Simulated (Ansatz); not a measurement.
## Changed inputs in constrained RPA: ReCl2 (1T sheet)

Aim: hold the target of a cRPA run on ReCl2 (1T sheet) and move one thing at a time.

Program: Ansatz 0.2.0. Level of theory: constrained RPA on LDA, plane waves, PAW. Results are calculated unless marked as measured.

### Step 1. Set-up

The cell holds 3 atoms: 1 Re and 2 Cl. Its edges and angles: a = 3.595 Å, b = 3.595 Å, c = 30.112 Å, α = 90.0°, β = 90.0°, γ = 120.0°. Vacuum lies along c.

As a file:

```cif
data_structure
_symmetry_space_group_name_H-M 'P 1'
_symmetry_Int_Tables_number 1
_cell_length_a 3.5950
_cell_length_b 3.5950
_cell_length_c 30.1118
_cell_angle_alpha 90.000
_cell_angle_beta 90.000
_cell_angle_gamma 120.000
_cell_volume 337.02
loop_
_atom_site_label
_atom_site_type_symbol
_atom_site_fract_x
_atom_site_fract_y
_atom_site_fract_z
_atom_site_occupancy
Re1 Re 0.00000 0.00000 0.31808 1
Cl2 Cl 0.33333 0.66667 0.35636 1
Cl3 Cl 0.66667 0.33333 0.27980 1
```

The structure was relaxed with LDA. The structure was generated from a model, not taken from a measurement. The runs that relaxed it are not among those shown. The program's search for lower electronic states was switched off, so nothing shows that the state found is the lowest. Spin-orbit coupling is left out unless a step names it. The default PAW set here is soft_2. Its files were made with PBE. The Coulomb interaction is cut off across the vacuum.

### Step 2. Base: Re t2g, bands v3 to v1, 6×6×1 mesh, medium accuracy

Constrained RPA screens the interaction with every transition except those inside the target bands, which a later many-body model would treat itself.

input.yaml reads:

```yaml
crystal:
  lattice:
    - [2.54202218, -2.54202218, 0.0]
    - [-2.54202218, 0.0, -2.54202218]
    - [17.38503569, 17.38503569, -17.38503569]
  atoms:
    - { symbol: Re, position: [0.0, 0.0, 0.3180797022] }
    - { symbol: Cl, position: [0.3333333333, 0.6666666667, 0.3563615235] }
    - { symbol: Cl, position: [0.6666666667, 0.3333333333, 0.2797978809] }
  periodic: [true, true, false]
kpoints:
  mp_grid: { grid: [6, 6, 1] }
hamiltonian:
  xc: lda
scf:
  occupations: { method: gaussian, width: 0.08 }
  n_extra_bands: 19
  max_iter: 150
  lower_state_search: "off"
output:
  crpa:
    kmesh: [6, 6, 1]
    target_bands: [v3, v1]
    projections: [{ species: Re, l: d, shell: 5, orbitals: [dxz, dyz, dxy] }]
  local_orbitals:
    kmesh: [12, 12, 1]
    orbitals: [{ species: Re, l: d, shell: 5, orbitals: [dxz, dyz, dxy] }]
    window: { bands: [v3, v1] }
    seedname: lo
```

Launch:

```bash
$ ansatz run input.yaml --threads 8 --pin off --max-ram 14745MiB --backend cpu --events-out ev --progress --plain --runs-dir out
```

Numbers of over 12 decimals in the logs are rounded to 6 here.

The program printed:

```text
scf.n_extra_bands = 19 over 15 filled bands (N_el = 29.0): the run solves 34 bands
Engine: ansatz 0.2.0, aarch64-unknown-linux-gnu
Pseudopotentials: kind: paw
Pseudopotential: Re, paw, valence charge 15, recommended cutoff 420 eV (normal), Re.paw.azcp
Pseudopotential: Cl, paw, valence charge 7, recommended cutoff 420 eV (normal), Cl.paw.azcp
Functional definition: SPW92
  exchange = slater_x
  correlation = pw_c
Crystal: 3 atoms, lattice volume = 337.020 Å³
Basis set: ecut = 420 eV, 6497 PW (Γ)
Bands: 34, of which v1, the nominal top of the filled ones, is band 15 counted from 1 (14 counted from 0)
Symmetry: 12 space group operations
Space group: P-3m1 (ITA 164), of the structure as read, at distance tolerance 7.0e-5 Å
k-points: 7 of 36
Non-local potential: Re, projectors of the file, l = 0: 3, l = 1: 2, l = 2: 2, l = 3: 1
Non-local potential: Cl, projectors of the file, l = 0: 2, l = 1: 2, l = 2: 2
PAW form: soft (Blöchl's): semilocal exchange-correlation on the pseudo side does not see the compensation charge
PAW frozen core: Re, regenerated for the run's functional, and the local potential with it (the file was generated under x = pbe(κ = 0.804, μ = 0.219515), c = pbe(β = 0.066725))
PAW frozen core: Cl, regenerated for the run's functional, and the local potential with it (the file was generated under x = pbe(κ = 0.804, μ = 0.219515), c = pbe(β = 0.066725))
PAW one-centre angular grid: Re, 590 points (default); XC on 64 Gauss nodes
PAW one-centre angular grid: Cl, 110 points (default); XC on 64 Gauss nodes
Initial density: superposition of atomic densities (neutral atoms: chi_scale 0, normalization atom), corrected by the library's trained network
Initial wavefunctions: pseudopotential atomic-orbital guess
Functional: x = slater, c = lda
SCF iter   1: F=—  HF=-12695.006517 eV  |F-HF|=—  |Δ(HF+E_count)|=         —  Δρ=1.00e-2  dr2=2.61e-1  ethr=1.77e-3  ⟨swp⟩=11.6  Hψ=1904  notcnv=0  defer=51
preconditioner: auto → LDOS  [insulator: Δε(μ)=0.129 eV  Ē_g=14.404 eV  σ=0.080 eV  W_gap=0.72  n_scr=16 (ndim 8)  ℏωp=9.3 eV  f_vac=0.807  D(μ)=1.57/eV (n_scr^D=8)  ε∞_Penn≈1.4  β→1.0]
SCF iter   2: F=—  HF=-12695.128971 eV  |F-HF|=—  |Δ(HF+E_count)|=   1.22e-1  Δρ=1.82e-2  dr2=9.94e-1  ethr=8.98e-4  ⟨swp⟩=3.4  Hψ=514  notcnv=0  defer=88  recentre
SCF iter   3: F=—  HF=-12694.937403 eV  |F-HF|=—  |Δ(HF+E_count)|=   1.92e-1  Δρ=3.20e-3  dr2=2.52e-2  ethr=8.98e-4  ⟨swp⟩=2.7  Hψ=345  notcnv=0  defer=88
SCF iter   4: F=—  HF=-12694.932659 eV  |F-HF|=—  |Δ(HF+E_count)|=   4.74e-3  Δρ=6.21e-4  dr2=1.19e-3  ethr=8.68e-5  ⟨swp⟩=2.9  Hψ=410  notcnv=0  defer=87
SCF iter   5: F=—  HF=-12694.932571 eV  |F-HF|=—  |Δ(HF+E_count)|=   8.74e-5  Δρ=4.76e-4  dr2=6.69e-4  ethr=4.09e-6  ⟨swp⟩=2.4  Hψ=276  notcnv=0  defer=87
SCF iter   6: F=—  HF=-12694.932470 eV  |F-HF|=—  |Δ(HF+E_count)|=   1.01e-4  Δρ=8.98e-5  dr2=3.10e-5  ethr=2.31e-6  ⟨swp⟩=2.1  Hψ=188  notcnv=0  defer=87
SCF iter   7: F=—  HF=-12694.932470 eV  |F-HF|=—  |Δ(HF+E_count)|=   3.39e-7  Δρ=3.35e-5  dr2=6.45e-6  ethr=1.07e-7  ⟨swp⟩=3.0  Hψ=312  notcnv=0  defer=87
SCF iter   8: F=—  HF=-12694.932471 eV  |F-HF|=—  |Δ(HF+E_count)|=   1.43e-6  Δρ=1.57e-5  dr2=6.03e-7  ethr=2.22e-8  ⟨swp⟩=2.4  Hψ=256  notcnv=0  defer=87
SCF iter   9: F=-12694.932471 eV  HF=-12694.932471 eV  |F-HF|=3.29e-8  |Δ(HF+E_count)|=   8.07e-8  Δρ=3.72e-6  dr2=5.79e-8  ethr=3.45e-10  ⟨swp⟩=29.3  Hψ=2147  notcnv=0
SCF 1 converged in 9 iterations: F = -12694.932471 eV  dr2 = 5.79e-8
[...]
NSCF: frozen V_eff on 22 k-points
NSCF: frozen V_eff on 7 k-points
[...]
cRPA screening: q 1/36
cRPA screening: q 2/36
cRPA screening: q 8/36 (q-point 3)
cRPA screening: q 14/36 (q-point 4)
cRPA screening: q 17/36 (q-point 8)
cRPA screening: q 23/36 (q-point 9)
cRPA screening: q 35/36 (q-point 15)
SCF converged after 9 iterations
Free energy (F): -12694.932471 eV
Harris-Foulkes:  -12694.932471 eV  (|F-HF|=3.29e-8)
Internal energy: -12694.913964 eV  (E = F + TS)
E sigma→0 (E₀):  -12694.923217 eV
Entropy (-TS):   -0.018508 eV (-6.169 meV/atom)
Fermi energy:    -4.236413 eV
--- Per-component energies (eV) ---
  E_band       = -684.962175
  E_kinetic    = 868.842001
  E_local      = -45413.872547  (includes V_loc(G=0)·N_el)
  E_nonlocal   = 119.036032
  E_hartree    = 22216.558586
  E_xc         = -611.362141
  E_vxc        = -546.103989  (∫ρ·V_xc dr)
  E_paw        = -9653.763920  (= ΣΔE_a)
  E_vpaw       = -146.001042  (= ΣTr[D̂ρ^β])
  E_aug_tail   = 0.000115  (compensation charges beyond the density's cutoff)
  E_ewald      = 19778.947850
  E_core_change = 0.700060  (= ΣΔE_core)
  E_smearing   = -0.018508  (= −TS)
  E_closure    = 0.000000  (closes the sum)
  Σ components = -12694.932471   (vs F -12694.932471, Δ=0.00e0)
--- Band table (eV; the first three rows and the last of 7) ---
  k-point 0: bands = [... 11 lower, -8.8483, -5.6818, -5.6818, -4.4835, -1.6168, -1.6168, -1.4273, -0.5710, ... 15 higher]
  k-point 1: bands = [... 11 lower, -8.6930, -5.5499, -5.0780, -4.1660, -2.5781, -1.8952, -0.7246, -0.0096, ... 15 higher]
  k-point 2: bands = [... 11 lower, -8.9014, -5.6288, -4.4142, -4.2138, -2.3537, -1.8911, -0.0958, 0.8919, ... 15 higher]
  k-point 6: bands = [... 11 lower, -9.8826, -5.3542, -4.2187, -4.2187, -2.0585, -2.0585, 1.4631, 2.3039, ... 15 higher]
  the weakly bound empty levels are not read free of the cell's end (no_gap_told)
--- cRPA (band scheme, projected local orbitals): target bands 13..15 (1-based), 3 Wannier function(s), 6×6×1 mesh, 30 bands' worth read of 35 solved, ecut_chi 136.0 eV, v(q+G=0) probe_charge, pair densities all_electron ---
  χ-basis size per q: N_G = 1197..1254
  window electrons = 5.0000, filled by tetrahedron_uncorrected; constrained ε̄⁻¹(q = 0, 0) head = 0.636543; min gauge Gram eig = 0.6606
  Kanamori averages over each shell's own Wannier functions (sites counted from 0, functions from 1):
    Site 0, 5D, 3 of 5 d orbitals (Wannier functions 1, 2, 3; wannier90's mr 2, 3, 5):
      screened: U = 3.0297 eV, U' = 2.4419 eV, J = 0.2618 eV
      screened, to within: U = 8.7e-3 eV, U' = 8.7e-3 eV, J = 6.0e-4 eV
      bare: V = 10.6809 eV, V' = 9.8129 eV, J = 0.3914 eV
  Hermiticity witness max|P − P†| over intra, direct and exchange elements: 1.42e-14 eV (screened), 1.82e-17 eV (bare)
  Reality witness max|Im| over intra, direct and exchange elements: 5.11e-16 eV (screened), 4.14e-17 eV (bare)
```

It took 54 s on 8 threads of Arm Neoverse V2, shared host; peak memory 2.6 GiB; 6.6 min of CPU time.

Numbers from this step:

```
U                                                 : 3.030 eV
U prime (inter-orbital)                           : 2.442 eV
J                                                 : 0.2618 eV
bare V                                            : 10.68 eV
bare J                                            : 0.3914 eV
stated bound on U                                 : 0.008642 eV
U over bare V                                     : 0.2837
electrons in the window                           : 5.000
head of the constrained inverse dielectric matrix : 0.6365
least eigenvalue of the projection's overlap      : 0.6606
target functions                                  : 3
bands in the sums                                 : 30
r.m.s. miss of the model bands                    : 1.46e-4 eV
width of the target bands                         : 1.636 eV
weight of the projected orbitals in the window    : 0.8558
```

On the Re t2g shell, screening brings the on-site interaction from 10.7 eV down to U = 3.03 eV.

### Step 3. Changed: 9×9×1 mesh

input.yaml, as its differences from that of step 2:

```diff
@@ -21,9 +21,4 @@
   crpa:
-    kmesh: [6, 6, 1]
+    kmesh: [9, 9, 1]
     target_bands: [v3, v1]
     projections: [{ species: Re, l: d, shell: 5, orbitals: [dxz, dyz, dxy] }]
-  local_orbitals:
-    kmesh: [12, 12, 1]
-    orbitals: [{ species: Re, l: d, shell: 5, orbitals: [dxz, dyz, dxy] }]
-    window: { bands: [v3, v1] }
-    seedname: lo
```

The program printed:

```text
[...]
Crystal: 3 atoms, lattice volume = 337.020 Å³
Basis set: ecut = 420 eV, 6497 PW (Γ)
Bands: 34, of which v1, the nominal top of the filled ones, is band 15 counted from 1 (14 counted from 0)
Symmetry: 12 space group operations
[...]
k-points: 7 of 36
[...]
SCF iter   1: F=—  HF=-12695.006517 eV  |F-HF|=—  |Δ(HF+E_count)|=         —  Δρ=1.00e-2  dr2=2.61e-1  ethr=1.77e-3  ⟨swp⟩=11.6  Hψ=1904  notcnv=0  defer=51
[...]
SCF iter   9: F=-12694.932471 eV  HF=-12694.932471 eV  |F-HF|=3.29e-8  |Δ(HF+E_count)|=   8.07e-8  Δρ=3.72e-6  dr2=5.79e-8  ethr=3.45e-10  ⟨swp⟩=29.3  Hψ=2147  notcnv=0
SCF 1 converged in 9 iterations: F = -12694.932471 eV  dr2 = 5.79e-8
[...]
NSCF: frozen V_eff on 12 k-points
[...]
cRPA screening: q 1/81
cRPA screening: q 2/81
cRPA screening: q 8/81 (q-point 3)
cRPA screening: q 14/81 (q-point 4)
cRPA screening: q 20/81 (q-point 5)
[...]
Internal energy: -12694.913964 eV  (E = F + TS)
E sigma→0 (E₀):  -12694.923217 eV
Entropy (-TS):   -0.018508 eV (-6.169 meV/atom)
Fermi energy:    -4.236413 eV
[...]
--- Band table (eV; the first three rows and the last of 7) ---
  k-point 0: bands = [... 11 lower, -8.8483, -5.6818, -5.6818, -4.4835, -1.6168, -1.6168, -1.4273, -0.5710, ... 15 higher]
  k-point 1: bands = [... 11 lower, -8.6930, -5.5499, -5.0780, -4.1660, -2.5781, -1.8952, -0.7246, -0.0096, ... 15 higher]
  k-point 2: bands = [... 11 lower, -8.9014, -5.6288, -4.4142, -4.2138, -2.3537, -1.8911, -0.0958, 0.8919, ... 15 higher]
  k-point 6: bands = [... 11 lower, -9.8826, -5.3542, -4.2187, -4.2187, -2.0585, -2.0585, 1.4631, 2.3039, ... 15 higher]
  the weakly bound empty levels are not read free of the cell's end (no_gap_told)
[...]
χ-basis size per q: N_G = 1190..1244
[...]
Site 0, 5D, 3 of 5 d orbitals (Wannier functions 1, 2, 3; wannier90's mr 2, 3, 5):
      screened: U = 3.0259 eV, U' = 2.4387 eV, J = 0.2616 eV
      screened, to within: U = 8.6e-3 eV, U' = 8.6e-3 eV, J = 5.8e-4 eV
      bare: V = 10.6608 eV, V' = 9.7934 eV, J = 0.3912 eV
[...]
[key lines of the parts left out:]
SCF converged after 9 iterations
Free energy (F): -12694.932471 eV
```

Elapsed: 2.4 min, on 8 threads; peak memory 2.8 GiB; 18 min of CPU time.

Numbers from this step:

```yaml
u: 3.026 eV
u_prime_inter_orbital: 2.439 eV
j: 0.2616 eV
bare_v: 10.66 eV
bare_j: 0.3912 eV
stated_bound_on_u: 0.008562 eV
u_over_bare_v: 0.2838
electrons_in_the_window: 5.000
head_of_the_constrained_inverse_dielectric_matrix: 0.6547
least_eigenvalue_of_the_projection_s_overlap: 0.6606
target_functions: 3
bands_in_the_sums: 30
width_of_the_target_bands: 1.636 eV
weight_of_the_projected_orbitals_in_the_window: 0.8558
```

On the Re t2g shell, screening brings the on-site interaction from 10.7 eV down to U = 3.03 eV.

### Step 4. Changed: 3×3×1 mesh

input.yaml, as its differences from that of step 3:

```diff
@@ -21,3 +21,3 @@
   crpa:
-    kmesh: [9, 9, 1]
+    kmesh: [3, 3, 1]
     target_bands: [v3, v1]
```

The program printed:

```text
[...]
Crystal: 3 atoms, lattice volume = 337.020 Å³
Basis set: ecut = 420 eV, 6497 PW (Γ)
Bands: 34, of which v1, the nominal top of the filled ones, is band 15 counted from 1 (14 counted from 0)
Symmetry: 12 space group operations
[...]
k-points: 7 of 36
[...]
the weakly bound empty levels are not read free of the cell's end (no_gap_told)
[...]
χ-basis size per q: N_G = 1200..1215
[...]
Site 0, 5D, 3 of 5 d orbitals (Wannier functions 1, 2, 3; wannier90's mr 2, 3, 5):
      screened: U = 3.0126 eV, U' = 2.4047 eV, J = 0.2689 eV
      screened, to within: U = 8.4e-3 eV, U' = 8.4e-3 eV, J = 6.1e-4 eV
      bare: V = 10.9956 eV, V' = 10.1081 eV, J = 0.4003 eV
[...]
[key lines of the parts left out:]
SCF converged after 9 iterations
Free energy (F): -12694.932471 eV
Fermi energy:    -4.236413 eV
```

Run time: 14 s. Hardware: 8 threads; peak memory 2.4 GiB.

Numbers from this step:

- U: 3.013 eV
- U prime (inter-orbital): 2.405 eV
- J: 0.2689 eV
- bare V: 11.00 eV
- bare J: 0.4003 eV
- stated bound on U: 0.008340 eV
- U over bare V: 0.2740
- electrons in the window: 5.000
- head of the constrained inverse dielectric matrix: 0.5859
- least eigenvalue of the projection's overlap: 0.6606
- target functions: 3
- bands in the sums: 30
- width of the target bands: 1.636 eV
- weight of the projected orbitals in the window: 0.8558

On the Re t2g shell, screening brings the on-site interaction from 11.0 eV down to U = 3.01 eV.

### Step 5. Changed: smooth pair densities

input.yaml, as its differences from that of step 4:

```diff
@@ -21,4 +21,5 @@
   crpa:
-    kmesh: [3, 3, 1]
+    kmesh: [6, 6, 1]
     target_bands: [v3, v1]
     projections: [{ species: Re, l: d, shell: 5, orbitals: [dxz, dyz, dxy] }]
+    pair_densities: pseudo
```

The program printed:

```text
[...]
Crystal: 3 atoms, lattice volume = 337.020 Å³
Basis set: ecut = 420 eV, 6497 PW (Γ)
Bands: 34, of which v1, the nominal top of the filled ones, is band 15 counted from 1 (14 counted from 0)
Symmetry: 12 space group operations
[...]
k-points: 7 of 36
[...]
the weakly bound empty levels are not read free of the cell's end (no_gap_told)
[...]
χ-basis size per q: N_G = 1197..1254
[...]
Site 0, 5D, 3 of 5 d orbitals (Wannier functions 1, 2, 3; wannier90's mr 2, 3, 5):
      screened: U = 3.0422 eV, U' = 2.4394 eV, J = 0.2685 eV
      screened, to within: U = 6.1e-3 eV, U' = 6.1e-3 eV, J = 3.3e-4 eV
      screened, sum over states alone: U = 3.3261 eV, U' = 2.5998 eV, J = 0.3131 eV
      bare: V = 10.6809 eV, V' = 9.8129 eV, J = 0.3914 eV
[...]
[key lines of the parts left out:]
SCF converged after 9 iterations
Free energy (F): -12694.932471 eV
Fermi energy:    -4.236413 eV
```

Elapsed: 48 s, on 8 threads; peak memory 2.5 GiB.

Numbers from this step:

```
U                                                 : 3.042 eV
U prime (inter-orbital)                           : 2.439 eV
J                                                 : 0.2685 eV
bare V                                            : 10.68 eV
bare J                                            : 0.3914 eV
stated bound on U                                 : 0.006069 eV
U over bare V                                     : 0.2848
electrons in the window                           : 5.000
head of the constrained inverse dielectric matrix : 0.6367
least eigenvalue of the projection's overlap      : 0.6606
target functions                                  : 3
bands in the sums                                 : 30
width of the target bands                         : 1.636 eV
weight of the projected orbitals in the window    : 0.8558
```

On the Re t2g shell, screening brings the on-site interaction from 10.7 eV down to U = 3.04 eV.

### Step 6. Changed: accuracy low

input.yaml, as its differences from that of step 5:

```diff
@@ -24,2 +24,2 @@
     projections: [{ species: Re, l: d, shell: 5, orbitals: [dxz, dyz, dxy] }]
-    pair_densities: pseudo
+    accuracy: low
```

The program printed:

```text
[...]
Crystal: 3 atoms, lattice volume = 337.020 Å³
Basis set: ecut = 420 eV, 6497 PW (Γ)
Bands: 34, of which v1, the nominal top of the filled ones, is band 15 counted from 1 (14 counted from 0)
Symmetry: 12 space group operations
[...]
k-points: 7 of 36
[...]
the weakly bound empty levels are not read free of the cell's end (no_gap_told)
[...]
χ-basis size per q: N_G = 1197..1254
[...]
Site 0, 5D, 3 of 5 d orbitals (Wannier functions 1, 2, 3; wannier90's mr 2, 3, 5):
      screened: U = 3.0036 eV, U' = 2.4207 eV, J = 0.2598 eV
      screened, to within: U = 1.1e-1 eV, U' = 1.1e-1 eV, J = 7.6e-3 eV
      bare: V = 10.6809 eV, V' = 9.8129 eV, J = 0.3914 eV
[...]
[key lines of the parts left out:]
SCF converged after 9 iterations
Free energy (F): -12694.932471 eV
Fermi energy:    -4.236413 eV
```

Run time: 35 s. Hardware: 8 threads; peak memory 2.5 GiB; 4.3 min of CPU time.

Numbers from this step:

- U: 3.004 eV
- U prime (inter-orbital): 2.421 eV
- J: 0.2598 eV
- bare V: 10.68 eV
- bare J: 0.3914 eV
- stated bound on U: 0.1064 eV
- U over bare V: 0.2812
- electrons in the window: 5.000
- head of the constrained inverse dielectric matrix: 0.6365
- least eigenvalue of the projection's overlap: 0.6606
- target functions: 3
- bands in the sums: 30
- width of the target bands: 1.636 eV
- weight of the projected orbitals in the window: 0.8558

On the Re t2g shell, screening brings the on-site interaction from 10.7 eV down to U = 3.00 eV.

### Step 7. Changed: a wide Fermi-Dirac smearing

input.yaml, as its differences from that of step 6:

```diff
@@ -15,3 +15,3 @@
 scf:
-  occupations: { method: gaussian, width: 0.08 }
+  occupations: { method: fermi_dirac, width: 0.5 }
   n_extra_bands: 19
@@ -24,2 +24 @@
     projections: [{ species: Re, l: d, shell: 5, orbitals: [dxz, dyz, dxy] }]
-    accuracy: low
```

The program printed:

```text
scf.n_extra_bands = 19 over 15 filled bands (N_el = 29.0): the run solves 34 bands
Engine: ansatz 0.2.0, aarch64-unknown-linux-gnu
Pseudopotentials: kind: paw
Pseudopotential: Re, paw, valence charge 15, recommended cutoff 420 eV (normal), Re.paw.azcp
Pseudopotential: Cl, paw, valence charge 7, recommended cutoff 420 eV (normal), Cl.paw.azcp
Functional definition: SPW92
  exchange = slater_x
  correlation = pw_c
Crystal: 3 atoms, lattice volume = 337.020 Å³
Basis set: ecut = 420 eV, 6497 PW (Γ)
[...]
Error: refused after 7 iterations: slab_electrons_in_vacuum = 6.03e-6 (threshold 1.00e-6); electrons that its smearing lays highest leave the slab for the vacuum on both its sides, from a quarter of the vector that does not repeat out to the cut: the least energy of a wave there at their k-point stands 0.8 eV under their level, and 6.03e-6 e/Å² of theirs stand a quarter out or further, so that the energy and levels can hang on that vector's length. Under a cutoff below the recommended one the basis itself can leave a density there or draw electrons out: first raise basis.ecutwfc. Narrow scf.occupations.width, or fill by another scf.occupations.method. [rest of the remark cut]
```

The job ended after 1.3 s (8 threads; peak memory 0.62 GiB).

Residual by cycle:

cycle, log10 residual and a bar from the least value:
```
        1       -1.3 ##############################
        2       -1.5 #############################
        3       -2.8 #######################
        4       -4.1 #################
        5       -5.6 ##########
        6       -6.5 ######
        7       -7.8
```

The run ended with an error.

After 7 cycles the residual stands at 1.7e-8.

The program's message: “Error: refused after 7 iterations: slab_electrons_in_vacuum = 6.03e-6 (threshold 1.00e-6); electrons that its smearing lays highest leave the slab for the vacuum on both its sides, from a quarter of t …”

The fault put into this input: a wide Fermi-Dirac smearing.

(Part 1 of 2 ends here.)

[Paths, hosts, dates, memory and timing lines, banners, echoed tables and standing remarks are left out of the program output.]

[Logs are printed without paths, hosts, clocks, repeated set-up lines and the standing remarks that a program may print on its own settings, such as how far it seeks lower states.]

[Runs of the session that timed out or met a known fault of the program may be left out.]

[Hosts, paths, dates, database ids (printed as entryN), source tags and the programs' standing remarks are cut or masked in the printed files.]
